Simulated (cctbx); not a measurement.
**Diagnosing a refinement**

Cell a = 5.4990 Å, b = 5.4990 Å, c = 5.4990 Å, α = 90.00°, β = 90.00°, γ = 90.00°; space group Pm-3m (no. 221). The compound is KVI3.

The data are simulated with cctbx, not measured: Mo Kα, λ = 0.71073 Å, to d = 0.75 Å, 80 % of the full sphere, strongest reflection 5000 counts, noise from counting, a 6 % proportional error and a noise floor of 2 counts (s.d.); no absorption.

An anisotropic refinement with weights 1/σ² prints:

```text
Rint 0.056, 65 unique reflections to 0.76 A
cycle     R1     wR2    GooF  max shift (A)
   1  0.2318  0.4621  20.051   0.00000
   2  0.2340  0.4339  18.829   0.00000
final R1 0.2339 wR2 0.4339 GooF 18.829  parameters 3  data/parameter 21.7
atom        x        y        z      Ueq    occ   su(xyz)  su(Uiso or U11)
I1     0.50000  0.00000  0.50000   0.0013  1.000  0.00000  0.0033
V1     0.50000  0.50000  0.50000  -0.0064  1.000  0.00000  0.0044  NPD
difference map: max 102.36 min -5.00 rms 4.11
Q1    0.0000  0.0000  0.0000    1  102.36  3.89 A from I1
Q2    0.0000  0.5000  0.5000    3   69.49  0.00 A from I1
Q3    0.5000  0.5000  0.5000    1    6.14  0.00 A from V1
Q4    0.0000  0.0000  0.1999    6    4.47  3.21 A from I1
Q5    0.1123  0.1123  0.1123    8    3.57  3.08 A from I1
Q6    0.0000  0.1440  0.1440   12    2.83  2.77 A from I1
```

Q: Accept it or mend it, and why?

Mend it. The fault: an atom left out, K at (0, 0, 0). Against the right model at the same level, R1 goes from 0.0095 to 0.2339 and GooF from 1.00 to 18.83, the top difference peak, 102.4 e/Å³, lies 3.89 Å from I1 and V1 goes non-positive-definite. Q1 is the missing atom. With scattering power missing, scale and phases suffer, so peaks may also grow on the heavy atoms.

The compound is KVI3. The right model at the same level gives:

```text
Rint 0.056, 65 unique reflections to 0.76 A
cycle     R1     wR2    GooF  max shift (A)
   1  0.0114  0.0309   1.350   0.00000
   2  0.0095  0.0229   1.001   0.00000
final R1 0.0095 wR2 0.0229 GooF 1.001  parameters 4  data/parameter 16.2
atom        x        y        z      Ueq    occ   su(xyz)  su(Uiso or U11)
I1     0.50000  0.00000  0.50000   0.0044  1.000  0.00000  0.0002
V1     0.50000  0.50000  0.50000   0.0059  1.000  0.00000  0.0003
K1     0.00000  0.00000  0.00000   0.0047  1.000  0.00000  0.0003
difference map: max 0.41 min -0.34 rms 0.12
Q1    0.5000  0.5000  0.5000    1    0.41  0.00 A from V1
Q2    0.0000  0.0000  0.5000    3    0.41  2.75 A from I1
Q3    0.1706  0.1706  0.3529   24    0.29  2.19 A from I1
Q4    0.1000  0.1000  0.3000   24    0.23  1.82 A from K1
Q5    0.1640  0.3409  0.5000   24    0.23  1.26 A from I1
Q6    0.3365  0.3365  0.3365    8    0.17  1.56 A from V1
```

This is a model crystal, built by substitution and not relaxed, with assumed displacement parameters.

[Middle refinement cycles are left out of these outputs.]

[Logs are printed without paths, hosts, clocks, repeated set-up lines and the standing remarks that a program may print on its own settings, such as how far it seeks lower states.]
